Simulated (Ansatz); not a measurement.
# Be2Ge (model cell, started as antifluorite): a soft mode frozen in

Aim: this structure of Be2Ge (model cell, started as antifluorite) is to be tested for unstable modes, and one is followed downhill.

Main program and level: Ansatz 0.2.0; DFT PBEsol, scalar-relativistic, plane waves, PAW.

The structure was built from a prototype and need not be the compound's stable phase.

## Step 1: The structure

The structure is cubic, space group Fm-3m (No. 225). Conventional cell: a = 5.332 Å, b = 5.332 Å, c = 5.332 Å, α = 90.00°, β = 90.00°, γ = 90.00°. Nearest to Ge lie 8 Be at 2.31 Å. Nearest to Be lie 4 Ge at 2.31 Å. Farther neighbours are not listed.

## Step 2: The dispersion

The cell comes from relaxations at this level that are not shown. Stability and thermal properties need the whole zone. Linear response on a 4×4×4 q mesh gives force constants as far as a supercell of that size would.

File input.yaml:

```yaml
crystal:
  lattice:
    - [0.0, 2.6658020919, 2.6658020919]
    - [2.6658020919, 0.0, 2.6658020919]
    - [2.6658020919, 2.6658020919, 0.0]
  atoms:
    - { symbol: Ge, position: [0.0, 0.0, 0.0] }
    - { symbol: Be, position: [0.25, 0.25, 0.25] }
    - { symbol: Be, position: [0.75, 0.75, 0.75] }
kpoints:
  mp_grid: { grid: [12, 12, 12] }
hamiltonian:
  xc: pbesol
scf:
  occupations: { method: methfessel_paxton, width: 0.15 }
output:
  eigenvalues: true
phonons:
  method: dfpt
  qmesh: [4, 4, 4]
  temperatures: { t_max: 1000, t_step: 50 }
  qpath:
    path:
      - [[0.0, 0.0, 0.0], [0.5, 0.0, 0.5], [0.625, 0.25, 0.625]]
      - [[0.375, 0.375, 0.75], [0.0, 0.0, 0.0], [0.5, 0.5, 0.5], [0.5, 0.25, 0.75], [0.5, 0.0, 0.5]]
    npoints: 10
```

Launch:

```bash
$ ansatz run input.yaml --threads 4 --pin off --max-ram 7168MiB --backend cpu --events-out ev --progress --plain --runs-dir out
```

Numbers of over 12 decimals in the logs are rounded to 6 here.

Output:

```text
Warning: phonons: the dynamical matrix that this run interpolates holds no multipole term above the dipole-dipole one, and a site of this crystal is no centre of inversion, so its interpolated transverse optical and acoustic branches and sound speeds can stay off near Gamma, and the density of states and the thermodynamics with them. What a run solves at a wave vector of phonons.qpoints, Gamma apart, where the deck admits one, is free of this, and under fd what a larger phonons.supercell samples
Engine: ansatz 0.2.0, x86_64-unknown-linux-gnu
Pseudopotentials: kind: paw
Pseudopotential: Ge, paw, valence charge 14, recommended cutoff 420 eV (normal), Ge.paw.azcp
Pseudopotential: Be, paw, valence charge 2, recommended cutoff 420 eV (normal), Be.paw.azcp
Functional definition: PBEsol
  exchange = pbesol_x
  correlation = pbesol_c
Crystal: 3 atoms, lattice volume = 37.889 Å³
Basis set: ecut = 420 eV, 725 PW (Γ), exchange–correlation on 54×54×54 points (8 copies of the dense FFT grid, shifted against one another)
Bands: 13, of which v1, the nominal top of the filled ones, is band 9 counted from 1 (8 counted from 0)
Symmetry: 48 space group operations
k-points: 72 of 1728
Non-local potential: Ge, projectors of the file, l = 0: 2, l = 1: 2, l = 2: 3, l = 3: 1
Non-local potential: Be, projectors of the file, l = 0: 2, l = 1: 2, l = 2: 1
PAW form: soft (Blöchl's): semilocal exchange-correlation on the pseudo side does not see the compensation charge
PAW frozen core: Ge, regenerated for the run's functional, and the local potential with it (the file was generated under x = pbe(κ = 0.804, μ = 0.219515), c = pbe(β = 0.066725))
PAW frozen core: Be, regenerated for the run's functional, and the local potential with it (the file was generated under x = pbe(κ = 0.804, μ = 0.219515), c = pbe(β = 0.066725))
PAW one-centre angular grid: Ge, 590 points (default); XC on 64 Gauss nodes
PAW one-centre angular grid: Be, 110 points (default); XC on 64 Gauss nodes
Initial density: superposition of atomic densities (neutral atoms: chi_scale 0, normalization atom), corrected by the library's trained network
Initial wavefunctions: pseudopotential atomic-orbital guess
Functional: x = pbesol(κ = 0.804, μ = 0.123457), c = pbesol(β = 0.046)
SCF iter   1: F=—  HF=-4433.541623 eV  |F-HF|=—  |Δ(HF+E_count)|=         —  Δρ=2.45e-3  dr2=3.02e-3  ethr=1.77e-3  ⟨swp⟩=5.2  Hψ=5228  notcnv=0
preconditioner: auto → Kerker (q_TF=auto, 2.410 Å⁻¹)  [metal: Δε(μ)=0.036 eV  Ē_g=19.914 eV  σ=0.150 eV  W_gap=0.20  n_scr=14 (ndim 8)  ℏωp=25.6 eV  f_vac=0.002  D(μ)=0.26/eV (n_scr^D=0)]
SCF iter   2: F=—  HF=-4433.540974 eV  |F-HF|=—  |Δ(HF+E_count)|=   6.50e-4  S|Δr|=    0.00e0  Δρ=1.85e-3  dr2=1.74e-3  ethr=1.68e-5  ⟨swp⟩=1.0  Hψ=1514  notcnv=0
SCF iter   3: F=—  HF=-4433.541210 eV  |F-HF|=—  |Δ(HF+E_count)|=   2.36e-4  S|Δr|=    0.00e0  Δρ=1.02e-3  dr2=2.76e-4  ethr=9.68e-6  ⟨swp⟩=2.9  Hψ=1582  notcnv=0
SCF iter   4: F=—  HF=-4433.541054 eV  |F-HF|=—  |Δ(HF+E_count)|=   1.56e-4  S|Δr|=    0.00e0  Δρ=4.68e-4  dr2=6.91e-5  ethr=1.54e-6  ⟨swp⟩=2.0  Hψ=1301  notcnv=0
SCF iter   5: F=—  HF=-4433.541072 eV  |F-HF|=—  |Δ(HF+E_count)|=   1.80e-5  S|Δr|=    0.00e0  Δρ=2.78e-4  dr2=1.22e-5  ethr=3.84e-7  ⟨swp⟩=1.3  Hψ=977  notcnv=0
SCF iter   6: F=—  HF=-4433.541067 eV  |F-HF|=—  |Δ(HF+E_count)|=   5.19e-6  S|Δr|=    0.00e0  Δρ=2.40e-5  dr2=1.26e-7  ethr=6.80e-8  ⟨swp⟩=2.1  Hψ=1377  notcnv=0
SCF iter   7: F=—  HF=-4433.541067 eV  |F-HF|=—  |Δ(HF+E_count)|=   1.72e-7  S|Δr|=    0.00e0  Δρ=2.08e-6  dr2=1.06e-9  ethr=7.02e-10  ⟨swp⟩=2.0  Hψ=1581  notcnv=0
SCF iter   8: F=—  HF=-4433.541067 eV  |F-HF|=—  |Δ(HF+E_count)|=  6.16e-10  S|Δr|=    0.00e0  Δρ=1.78e-6  dr2=5.76e-10  ethr=5.90e-12  ⟨swp⟩=2.8  Hψ=1566  notcnv=0
SCF iter   9: F=—  HF=-4433.541067 eV  |F-HF|=—  |Δ(HF+E_count)|=  4.31e-10  S|Δr|=    0.00e0  Δρ=2.43e-7  dr2=1.14e-11  ethr=3.20e-12  ⟨swp⟩=2.1  Hψ=1503  notcnv=0
SCF iter  10: F=-4433.541067 eV  HF=-4433.541067 eV  |F-HF|=1.82e-12  |Δ(HF+E_count)|=  9.09e-12  S|Δr|=    0.00e0  Δρ=1.12e-8  dr2=5.38e-14  ethr=1.00e-12  ⟨swp⟩=5.0  Hψ=3652  notcnv=0
SCF 1 converged in 10 iterations: F = -4433.541067 eV  dr2 = 5.38e-14
  greatest PAW one-centre occupation: 0.998 electrons in one spin orbital (limit 2), on the Ge atom at site 0 (counted from 0), in its partial waves of l = 2
Initial density: read from a saved state, or passed on in memory by an earlier SCF of this step, an earlier step, the calling program or the single point that the run made first
iter 1 solved again at ethr=4.62e-7 eV; its pass at ethr=3.10e-3 eV (dr2=8.31e-5 eV) is discarded
SCF iter   1: F=—  HF=-4433.541067 eV  |F-HF|=—  |Δ(HF+E_count)|=         —  Δρ=8.83e-7  dr2=3.54e-10  ethr=4.62e-7  ⟨swp⟩=2.1  Hψ=7408  notcnv=0
eigensolver tolerance schedule: the retry pair's looser diagonalisation over-reported the residual by 234861.12 of it (diagonalisation noise at an unbounded share of the residual, at the tolerance the schedule requests for it); recorded, not acted on — ethr = c·dr2/N_el stays at c = 1.0e-1
preconditioner: auto → Kerker (q_TF=auto, 2.410 Å⁻¹)  [metal: Δε(μ)=0.036 eV  Ē_g=19.954 eV  σ=0.150 eV  W_gap=0.20  n_scr=14 (ndim 8)  ℏωp=25.6 eV  f_vac=0.000  D(μ)=0.26/eV (n_scr^D=0)]
SCF iter   2: F=—  HF=-4433.541067 eV  |F-HF|=—  |Δ(HF+E_count)|=   8.96e-8  S|Δr|=    0.00e0  Δρ=4.90e-7  dr2=9.08e-11  ethr=1.97e-12  ⟨swp⟩=3.4  Hψ=2228  notcnv=0
SCF iter   3: F=—  HF=-4433.541067 eV  |F-HF|=—  |Δ(HF+E_count)|=  5.55e-11  S|Δr|=    0.00e0  Δρ=2.81e-7  dr2=3.48e-11  ethr=1.00e-12  ⟨swp⟩=2.1  Hψ=1339  notcnv=0
SCF iter   4: F=—  HF=-4433.541067 eV  |F-HF|=—  |Δ(HF+E_count)|=  1.46e-11  S|Δr|=    0.00e0  Δρ=1.84e-7  dr2=1.57e-11  ethr=1.00e-12  ⟨swp⟩=1.0  Hψ=936  notcnv=0
SCF iter   5: F=-4433.541067 eV  HF=-4433.541067 eV  |F-HF|=6.37e-12  |Δ(HF+E_count)|=  9.09e-13  S|Δr|=    0.00e0  Δρ=1.29e-7  dr2=7.62e-12  ethr=1.00e-12  ⟨swp⟩=2.0  Hψ=1843  notcnv=0
SCF 2 converged in 5 iterations: F = -4433.541067 eV  dr2 = 7.62e-12
phonons: the bands overlap, so this run is a metal and interpolates without the dipole-dipole term. If the crystal is really an insulator or semiconductor, its LO-TO splitting is missing
NSCF: frozen V_eff on 72 k-points
NSCF: frozen V_eff on 163 k-points
DFPT response loops at q = (0, 0, 0) (fractional): preconditioner auto → Kerker (q_TF=auto, 2.410 Å⁻¹) (partly filled bands, converged f_vac=0.000); β = 1.00, the filter's whole step (`scf.mixing.beta` (0.50) is not read by the response loops under this deck's `scf.mixing.preconditioner`; to damp them name `kerker` or `kerker_dos`, under which they read `scf.mixing.beta`, and type it under 1.00, their step now; both keys bind the ground state too); Broyden in place of MSR1
NSCF: frozen V_eff on 1872 k-points
DFPT response loops at q = (0, 0, 0.25) (fractional): mixed as the last ones told, above
NSCF: frozen V_eff on 952 k-points
DFPT response loops at q = (0, 0, -0.5) (fractional): mixed as the last ones told, above
NSCF: frozen V_eff on 1020 k-points
DFPT response loops at q = (0, 0.25, 0.25) (fractional): mixed as the last ones told, above
NSCF: frozen V_eff on 3456 k-points
DFPT response loops at q = (0, 0.25, -0.5) (fractional): mixed as the last ones told, above
NSCF: frozen V_eff on 1872 k-points
DFPT response loops at q = (0, 0.25, -0.25) (fractional): mixed as the last ones told, above
NSCF: frozen V_eff on 560 k-points
DFPT response loops at q = (0, -0.5, -0.5) (fractional): mixed as the last ones told, above
NSCF: frozen V_eff on 1020 k-points
DFPT response loops at q = (0.25, -0.5, -0.25) (fractional): mixed as the last ones told, above
SCF converged after 10 iterations
Stability not checked: this state was not tested for a lower state beside it, because cold or Methfessel-Paxton smearing, or corrected tetrahedra, fill the levels in a way that the test cannot read (fill_not_monotonic; see scf.lower_state_search)
Free energy (F): -4433.541067 eV
Harris-Foulkes:  -4433.541067 eV  (|F-HF|=1.82e-12)
Internal energy: -4433.541219 eV  (E = F + TS)
E sigma→0 (E₀):  -4433.541105 eV
Entropy (-TS):   0.000152 eV (0.051 meV/atom)
Fermi energy:    9.255605 eV
--- Per-component energies (eV) ---
  E_band       = -128.682170
  E_kinetic    = 152.007698
  E_local      = -2537.576278  (includes V_loc(G=0)·N_el)
  E_nonlocal   = 430.137853
  E_hartree    = 1125.815520
  E_xc         = -114.081534
  E_vxc        = -106.304806  (∫ρ·V_xc dr)
  E_paw        = -2094.670619  (= ΣΔE_a)
  E_vpaw       = -318.577940  (= ΣTr[D̂ρ^β])
  E_aug_tail   = 0.000271  (compensation charges beyond the density's cutoff)
  E_ewald      = -1396.111129
  E_core_change = 0.936999  (= ΣΔE_core)
  E_smearing   = 0.000152  (= −TS)
  E_closure    = 0.000000  (closes the sum)
  Σ components = -4433.541067   (vs F -4433.541067, Δ=0.00e0)
--- Band table (eV; the first three rows and the last of 72) ---
  k-point 0: bands = [... 5 lower, -3.6873, 9.7632, 9.7632, 9.7632, 9.9048, 9.9048, 9.9048, 13.7198]
  k-point 1: bands = [... 5 lower, -3.5991, 8.1478, 9.1209, 9.1209, 10.5817, 10.5817, 10.9555, 14.1589]
  k-point 2: bands = [... 5 lower, -3.3368, 6.3552, 8.5279, 8.5279, 11.1489, 11.1489, 11.3568, 14.8106]
  k-point 71: bands = [... 5 lower, -0.4422, 3.3587, 3.3587, 3.8997, 12.6874, 12.6874, 13.6172, 13.7864]
--- Phonons (Γ-DFPT): 2 representative perturbations + reference (Σ response iterations 6) ---
  ASR residual: 1.326e-6 → 0.000e0 eV/Å²; symmetrization residual: 3.298e-7 eV/Å²
  ASR residual per site (eV/Å²): 8.67e-7 1.33e-6 1.33e-6
  Γ frequencies (cm⁻¹): 0.00 0.00 0.00 378.61 378.61 378.61 389.62 389.62 389.62
--- Phonons (arbitrary-q DFPT): 8 irreducible q on the 4×4×4 mesh ---
  q = [0.0000, 0.0000, 0.0000] (star 1, of the zone-centre solve; hermiticity 8.18e-8, symmetrization 2.69e-13): -0.00 0.00 0.00 378.61 378.61 378.61 389.62 389.62 389.62
  q = [0.0000, 0.0000, 0.2500] (star 8, 2 solved perturbations on 936 of 1728 k-point pairs; hermiticity 1.88e-7, symmetrization 2.19e-13): 52.55 52.55 166.55 362.87 362.87 382.77 406.48 406.48 499.56
  q = [0.0000, 0.0000, -0.5000] (star 4, 2 solved perturbations on 476 of 1728 k-point pairs; hermiticity 6.76e-8, symmetrization 1.16e-12): -44.87 -44.87 203.54 390.27 390.27 408.96 408.96 429.84 532.98
  q = [0.0000, 0.2500, 0.2500] (star 6, 4 solved perturbations in 1608 linear systems a pass and spin channel, the states on 510 of 1728 k-point pairs; hermiticity 8.15e-8, symmetrization 4.14e-13): 77.45 77.45 168.14 341.44 341.44 414.79 417.04 417.04 490.08
  q = [0.0000, 0.2500, -0.5000] (star 24, 4 solved perturbations in 5328 linear systems a pass and spin channel, the states on 1728 of 1728 k-point pairs; hermiticity 4.62e-8, symmetrization 2.87e-13): 41.64 150.87 181.60 361.13 384.62 408.19 417.95 439.74 475.37
  q = [0.0000, 0.2500, -0.2500] (star 12, 4 solved perturbations in 2892 linear systems a pass and spin channel, the states on 936 of 1728 k-point pairs; hermiticity 9.33e-8, symmetrization 2.75e-13): 83.65 154.19 169.95 348.41 390.00 407.19 420.05 441.48 450.94
  q = [0.0000, -0.5000, -0.5000] (star 3, 4 solved perturbations in 886 linear systems a pass and spin channel, the states on 280 of 1728 k-point pairs; hermiticity 1.82e-8, symmetrization 2.44e-13): -74.47 -74.47 221.22 358.65 358.65 416.06 416.06 423.26 531.69
  q = [0.2500, -0.5000, -0.2500] (star 6, 4 solved perturbations in 1544 linear systems a pass and spin channel, the states on 510 of 1728 k-point pairs; hermiticity 1.54e-8, symmetrization 7.34e-13): 143.92 163.68 163.68 394.67 397.67 401.63 401.63 411.78 463.21
  sum rule: each row above includes the acoustic sum rule's correction from the zone centre's row sums; it moved no ω² by more than (0.20 cm⁻¹)²
  mesh force constants: q→R imaginary residual 3.89e-18; ASR residual 1.326e-6 → 0.000e0 eV/Å²; symmetrization residual 1.193e-15 eV/Å²
  interpolated dispersion: 62 rows × 9 modes
  density of states and harmonic sums: on the 20×20×20 q-mesh, interpolated from the force constants of a 4×4×4 supercell (no non-analytic term)
  largest difference from the sums on the solved wave vectors: F 3.03e-2 eV, S 4.33e-5 and C_V 1.37e-5 eV/K
  zero-point energy: 0.175023 eV/cell   skipped modes (ω ≤ 0): 48, of them read as no rigid motion or as one in doubt: 45 (1.138e-1 modes/cell left out, lowest -74.47 cm⁻¹)   left out of the sums: 1.27e-2 of the cell's modes: C_V's classical limit lies that fraction below 3 k_B per atom; for a crystal, a wire or a layer, F and S can be off by more, and a phonons.interpolated_qmesh denser along its periods is the remedy for the sampling
```

Run time: 5.3 min. Hardware: 4 threads of Intel Xeon 6975P-C (Granite Rapids), shared host; peak memory 2.2 GiB.

The column dr2 measures how far the density is from self-consistency, as an energy; F and HF (Harris–Foulkes) agree once it is small.

Numbers from this step:

* volume per atom: 12.63 Å³
* gap on the k-mesh: 0 eV
* sum-rule residual before enforcement: 1.33e-6 eV/Å²
* lowest frequency on the path: -74.47 cm⁻¹
* point group: m-3m
* highest frequency on the path or at a solved wavevector: 533 cm⁻¹
* highest optical mode at the zone centre (no LO-TO term): 389.6 cm⁻¹
* lowest optical zone-centre mode: 378.6 cm⁻¹
* lowest mode on the q mesh (acoustic modes at Γ apart): -74.47 cm⁻¹

Frequencies (cm⁻¹) solved at each irreducible wavevector; negative means imaginary. Frequencies by wavevector, by row:

| q in reciprocal lattice units | star | mode 1 | mode 2 | mode 3 | mode 4 | mode 5 | mode 6 | mode 7 | mode 8 | mode 9 |
| --- | --- | --- | --- | --- | --- | --- | --- | --- | --- | --- |
| 0 0 0 | 1 | 0 | 0 | 0 | 378.6 | 378.6 | 378.6 | 389.6 | 389.6 | 389.6 |
| 0 0 0.25 | 8 | 52.5 | 52.5 | 166.6 | 362.9 | 362.9 | 382.8 | 406.5 | 406.5 | 499.6 |
| 0 0 -0.5 | 4 | -44.9 | -44.9 | 203.5 | 390.3 | 390.3 | 409 | 409 | 429.8 | 533 |
| 0 0.25 0.25 | 6 | 77.5 | 77.5 | 168.1 | 341.4 | 341.4 | 414.8 | 417 | 417 | 490.1 |
| 0 0.25 -0.5 | 24 | 41.6 | 150.9 | 181.6 | 361.1 | 384.6 | 408.2 | 417.9 | 439.7 | 475.4 |
| 0 0.25 -0.25 | 12 | 83.7 | 154.2 | 169.9 | 348.4 | 390 | 407.2 | 420.1 | 441.5 | 450.9 |
| 0 -0.5 -0.5 | 3 | -74.5 | -74.5 | 221.2 | 358.6 | 358.6 | 416.1 | 416.1 | 423.3 | 531.7 |
| 0.25 -0.5 -0.25 | 6 | 143.9 | 163.7 | 163.7 | 394.7 | 397.7 | 401.6 | 401.6 | 411.8 | 463.2 |

Interpolated from a 4×4×4 q mesh. The phonon branches at the labelled points (cm⁻¹):

| point | branch 1 | branch 2 | branch 3 | branch 4 | branch 5 | branch 6 | branch 7 | branch 8 | branch 9 |
| --- | --- | --- | --- | --- | --- | --- | --- | --- | --- |
| Γ | 0 | 0 | 0 | 379 | 379 | 379 | 390 | 390 | 390 |
| halfway | 78 | 78 | 168 | 341 | 341 | 415 | 417 | 417 | 490 |
| X | -74 | -74 | 221 | 359 | 359 | 416 | 416 | 423 | 532 |
| halfway | -60 | 62 | 214 | 361 | 374 | 409 | 417 | 422 | 515 |
| U | 32 | 151 | 199 | 363 | 396 | 402 | 417 | 419 | 482 |
| jump to K | 32 | 151 | 199 | 363 | 396 | 402 | 417 | 419 | 482 |
| halfway | 78 | 126 | 153 | 347 | 374 | 384 | 415 | 449 | 464 |
| Γ | 0 | 0 | 0 | 379 | 379 | 379 | 390 | 390 | 390 |
| halfway | 53 | 53 | 167 | 363 | 363 | 383 | 406 | 406 | 500 |
| L | -45 | -45 | 204 | 390 | 390 | 409 | 409 | 430 | 533 |
| halfway | 82 | 132 | 192 | 366 | 388 | 417 | 422 | 444 | 458 |
| W | 144 | 164 | 164 | 395 | 398 | 402 | 402 | 412 | 463 |
| halfway | 74 | 76 | 207 | 375 | 376 | 407 | 414 | 420 | 500 |
| X | -74 | -74 | 221 | 359 | 359 | 416 | 416 | 423 | 532 |

The phonon branches as a text plot (rows in cm⁻¹):

```
    520 |        *******                     *******          ***
    495 |      **       **                  *       *        *
    470 |    **           **   ***         *         **  ****
    444 |   *               ********      *          ****
    419 |  ***********************  *    *  * *******************
    394 |****           ********* ************ ***************
    368 |**       ***********   ***************    ******    ****
    343 |  *******           *****
    318 |
    293 |
    267 |
    242 |
    217 |        ********                                     ***
    191 |       *        ****                ************   **
    166 |      *           *****            *           ****
    141 |    **          **    ***         *          ** ***
    115 |   *           *       ****      *          *  *   *
     90 |    ***             **** ***    *          * **     *
     65 |  **   *      *   **    ****      **        *
     39 | **     *        *         **  ***  *     **         *
     14 |                *           *  *     *
    -11 |*                            **           *
    -37 |               *                      ****
    -62 |         ******                                       **
         Γ           X  U|K            Γ         L        W     X
```

Symmetry leaves 8 wavevectors to solve. The lowest mode among them, the acoustic zeros apart, lies at q = (0, -0.5, -0.5) and is imaginary, 74.5i cm⁻¹, so the energy falls along it.

## Step 3: The mode frozen in, largest atomic shift 0 Å

The mode followed lies at q = (0, -0.5, -0.5) with frequency 74.5i cm⁻¹ and is 2-fold degenerate, the softest among the wavevectors solved. At small amplitude the distorted cell has space group no. 59 by a symmetry search on the positions. The undistorted cell that holds it gives the zero of energy on the same k mesh.

System of this step: Be2Ge (model cell, started as antifluorite). The structure is cubic, space group Fm-3m (No. 225). The conventional cell has a = 5.332 Å, b = 5.332 Å, c = 5.332 Å, α = 90.00°, β = 90.00°, γ = 90.00°. Ge has 8 Be at 2.31 Å nearest. Be has 4 Ge at 2.31 Å nearest. Farther neighbours are not listed.

File input.yaml:

```yaml
crystal:
  lattice:
    - [0.0, -2.6658020919, -2.6658020919]
    - [0.0, 2.6658020919, -2.6658020919]
    - [5.3316041838, 0.0, 0.0]
  atoms:
    - { symbol: Ge, position: [0.5, 0.5, 0.5] }
    - { symbol: Ge, position: [0.0, 0.0, 0.0] }
    - { symbol: Be, position: [0.0, 0.5, 0.75] }
    - { symbol: Be, position: [0.5, 0.0, 0.25] }
    - { symbol: Be, position: [0.0, 0.5, 0.25] }
    - { symbol: Be, position: [0.5, 0.0, 0.75] }
kpoints:
  mp_grid: { grid: [8, 8, 6] }
hamiltonian:
  xc: pbesol
scf:
  occupations: { method: methfessel_paxton, width: 0.15 }
output:
  forces: true
  stress: true
  eigenvalues: true
```

Output:

```text
[...]
Crystal: 6 atoms, lattice volume = 75.778 Å³
Basis set: ecut = 420 eV, 1465 PW (Γ), exchange–correlation on 54×54×72 points (8 copies of the dense FFT grid, shifted against one another)
Bands: 24, of which v1, the nominal top of the filled ones, is band 18 counted from 1 (17 counted from 0)
Symmetry: 32 space group operations
[...]
k-points: 60 of 384
[...]
k-point 0: bands = [... 14 lower, 4.9815, 9.1873, 9.2245, 9.7639, 9.7639, 9.7650, 9.9041, 9.9048, ... 2 higher]
  k-point 1: bands = [... 14 lower, 5.1245, 8.4265, 8.4265, 9.0524, 9.2606, 9.3810, 9.8454, 11.3656, ... 2 higher]
  k-point 2: bands = [... 14 lower, 5.5512, 7.2205, 7.2205, 7.6189, 9.3646, 9.6981, 9.9736, 12.4230, ... 2 higher]
  k-point 59: bands = [... 14 lower, 3.3587, 3.3587, 3.9003, 3.9003, 12.6872, 12.6872, 12.6872, 12.6872, ... 2 higher]
[key lines of the parts left out:]
SCF converged after 7 iterations
Free energy (F): -8867.080928 eV
Fermi energy:    9.259908 eV
P = ⅓ Tr σ = -0.0037 GPa (-0.037 kbar)
```

Wall time 3.1 s (4 threads); peak memory 0.45 GiB.

Numbers from this step:

```yaml
pressure: -0.003659 GPa
energy_from_the_undistorted_cell: 0 meV/atom
```

The run ends at a pressure of 0.00 GPa.

(Part 1 of 2 ends here.)

[Logs are printed without paths, hosts, clocks, repeated set-up lines and the standing remarks that a program may print on its own settings, such as how far it seeks lower states.]

[Hosts, paths, dates, database ids (printed as entryN), source tags and the programs' standing remarks are cut or masked in the printed files.]
